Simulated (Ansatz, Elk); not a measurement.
# Bonding as seen by X-rays: CrBPtN, part 2 of 2

Structure refinements treat a crystal as free atoms side by side. For a made-up structure of CrBPtN (cell and positions from a PBEsol relaxation) the runs below show what the calculated density changes in F(hkl).

Elk 11.2.3 (patched build); all-electron DFT.

So far: Set-up; Ground state and structure factors; The highest occupied states alone.

The structure was built from a prototype and need not be the compound's stable phase.

**4. Another functional**

Level of this step: DFT, LDA (Perdew-Wang), all-electron APW+lo, Dirac cores, scalar-relativistic bands, static density, no spin (Elk).

The difference from free atoms is small, so it is set against the change that LDA (Perdew-Wang) makes.

elk.in reads:

```
tasks
  0
  195

xctype
  3

spinpol
  .false.

rgkmax
  7.0

gmaxvr
  14.0

lmaxo
  7

lmaxapw
  8

swidth
  0.002

tshift
  .false.

ramdisk
  .false.

hmaxvr
  5.5

maxscl
  120

epspot
  1e-06

sppath
  './'

avec
  5.04772851541 0.00000000000 0.00000000000
  0.00000000000 2.54488189170 12.03286106114
  0.00000000000 -2.54488189170 12.03286106114

atoms
  4
  'Pt.in'
  1
  -0.0000000000 0.7891166097 0.7891166097   0.000000 0.000000 0.000000
  'Cr.in'
  1
  0.5000000000 0.1500120723 0.1500120723   0.000000 0.000000 0.000000
  'N.in'
  1
  0.5000000000 0.5271335530 0.5271335530   0.000000 0.000000 0.000000
  'B.in'
  1
  -0.0000000000 0.5599377650 0.5599377650   0.000000 0.000000 0.000000

ngridk
  8 8 8
```

Launch:

```
$ OMP_NUM_THREADS=4 elk
```

Numbers of over 12 decimals in the logs are rounded to 6 here.

Output:

```text
┌─────────────────────────┐
│ Elk code version 11.2.3 │
└─────────────────────────┘

All units are atomic (Hartree, Bohr, etc.)

┌─────────────────────────────────────────────────┐
│ Ground-state run starting from atomic densities │
└─────────────────────────────────────────────────┘

Lattice vectors :
   5.047728515       0.000000000       0.000000000
   0.000000000       2.544881892       12.03286106
   0.000000000      -2.544881892       12.03286106

Reciprocal lattice vectors :
   1.244755000       0.000000000      -0.000000000
[...]
species : 3 (N)
   atom 1                    :    4.987288226     (  0.3427863549E-04)
  species : 4 (B)
   atom 1                    :    3.001906592     (  0.2324020813E-02)
 total in muffin-tins        :    107.6615657
 total calculated charge     :    113.9949747
 total charge                :    114.0000000
 error                       :   0.5025310210E-02

┌──────────────────────────────┐
│ Self-consistent loop stopped │
└──────────────────────────────┘

Warning : core states of species 1 leak from the muffin-tin :   0.8446148108E-03

Warning : core states of species 4 leak from the muffin-tin :   0.2324020813E-02

Wrote STATE.OUT
[key lines of the parts left out:]
total energy                :     -19564.343003932
```

Run time: 82 s. Hardware: 4 threads of Arm Neoverse V2, shared host; peak memory 0.18 GiB.

Against the first run R = 0.02 %; the largest change is -0.032 at 004.

**5. Basis size**

A smaller basis shows how fast F responds to it; the change is likely larger than the basis error of the first run, but doesn't show convergence.

Changes to elk.in since step 4:

```diff
@@ -5,3 +5,3 @@
 xctype
-  3
+  20
 
@@ -11,3 +11,3 @@
 rgkmax
-  7.0
+  5.5
```

Launch:

```
$ OMP_NUM_THREADS=4 elk
```

Output:

```text
┌─────────────────────────┐
│ Elk code version 11.2.3 │
└─────────────────────────┘

All units are atomic (Hartree, Bohr, etc.)

┌─────────────────────────────────────────────────┐
│ Ground-state run starting from atomic densities │
└─────────────────────────────────────────────────┘

Lattice vectors :
   5.047728515       0.000000000       0.000000000
   0.000000000       2.544881892       12.03286106
   0.000000000      -2.544881892       12.03286106

Reciprocal lattice vectors :
   1.244755000       0.000000000      -0.000000000
[...]
species : 3 (N)
   atom 1                    :    4.899177196     (  0.3525330161E-04)
  species : 4 (B)
   atom 1                    :    2.973532802     (  0.2164091798E-02)
 total in muffin-tins        :    107.5065673
 total calculated charge     :    113.9949016
 total charge                :    114.0000000
 error                       :   0.5098430052E-02

┌──────────────────────────────┐
│ Self-consistent loop stopped │
└──────────────────────────────┘

Warning : core states of species 1 leak from the muffin-tin :   0.8520442118E-03

Warning : core states of species 4 leak from the muffin-tin :   0.2164091798E-02

Wrote STATE.OUT
[key lines of the parts left out:]
total energy                :     -19577.093698007
```

Elapsed: 89 s, on 4 threads; peak memory 0.22 GiB; 5.6 min of CPU time.

Against the first run R = 0.04 %; the largest change is +0.094 at 022.

**6. A coarser k-mesh**

About half the k-points along each axis test the sampling.

Changes to elk.in since step 5:

```diff
@@ -11,3 +11,3 @@
 rgkmax
-  5.5
+  7.0
 
@@ -64,2 +64,2 @@
 ngridk
-  8 8 8
+  4 4 4
```

Launch:

```
$ OMP_NUM_THREADS=4 elk
```

Output:

```text
┌─────────────────────────┐
│ Elk code version 11.2.3 │
└─────────────────────────┘

All units are atomic (Hartree, Bohr, etc.)

┌─────────────────────────────────────────────────┐
│ Ground-state run starting from atomic densities │
└─────────────────────────────────────────────────┘

Lattice vectors :
   5.047728515       0.000000000       0.000000000
   0.000000000       2.544881892       12.03286106
   0.000000000      -2.544881892       12.03286106

Reciprocal lattice vectors :
   1.244755000       0.000000000      -0.000000000
[...]
species : 3 (N)
   atom 1                    :    5.000035692     (  0.3562045127E-04)
  species : 4 (B)
   atom 1                    :    2.996183319     (  0.2173159186E-02)
 total in muffin-tins        :    107.6555220
 total calculated charge     :    113.9950881
 total charge                :    114.0000000
 error                       :   0.4911880395E-02

┌──────────────────────────────┐
│ Self-consistent loop stopped │
└──────────────────────────────┘

Warning : core states of species 1 leak from the muffin-tin :   0.8520203834E-03

Warning : core states of species 4 leak from the muffin-tin :   0.2173159186E-02

Wrote STATE.OUT
[key lines of the parts left out:]
total energy                :     -19577.219874763
```

Elapsed: 31 s, on 4 threads; peak memory 0.18 GiB.

Against the first run R = 0.02 %; the largest change is -0.059 at 300.

**7. Settings against the effect**

```
              run  R against the first run (%)  R against neutral atoms, low angle (%)  wall time
    PBE, rgkmax 7                         0.00                                    0.45    2.2 min
LDA (Perdew-Wang)                         0.02                                    0.45       82 s
       rgkmax 5.5                         0.04                                    0.45       89 s
     k-mesh 4×4×4                         0.02                                    0.45       31 s
```

**8. What came out**

```
R against neutral atoms, sin θ/λ < 0.3 Å⁻¹ : 0.45 %
R against neutral atoms, 0.3 to 0.81 Å⁻¹   : 0.19 %
```

In words: Independent neutral atoms miss the calculated amplitudes by R = 0.45 % below 0.3 Å⁻¹ and 0.19 % from there to 0.81 Å⁻¹; by shells, 0.20 % below 0.15 Å⁻¹ (1 form), 0.46 % 0.15 to 0.3 (10 forms), 0.19 % 0.3 to 0.45 (23 forms), 0.20 % above 0.45 (115 forms). Bonding, aspherical density and the tables' own atoms all enter these figures, and the runs don't part them. The largest change of an amplitude is -0.67 electrons, at 104. R counts amplitudes alone; phases shift too. The window's part falls from 22.0 electrons at the origin to at most 0.77 between 0.45 and 0.81 Å⁻¹. Below 0.3 Å⁻¹ the changes that finished (LDA (Perdew-Wang), rgkmax 5.5 and k-mesh 4×4×4) move F by R = 0.03 % at most, against the 0.45 % that separates it from free atoms. These runs have no spin, though d or f shells may be open. Spin-orbit coupling is left out, which can matter for elements this heavy. Part of the difference isn't bonding: the tables are fits to free atoms and ions calculated by other methods than this functional. Thermal motion, anomalous dispersion and extinction are left out.

[Logs are printed without paths, hosts, clocks, repeated set-up lines and the standing remarks that a program may print on its own settings, such as how far it seeks lower states.]

[Hosts, paths, dates, database ids (printed as entryN), source tags and the programs' standing remarks are cut or masked in the printed files.]
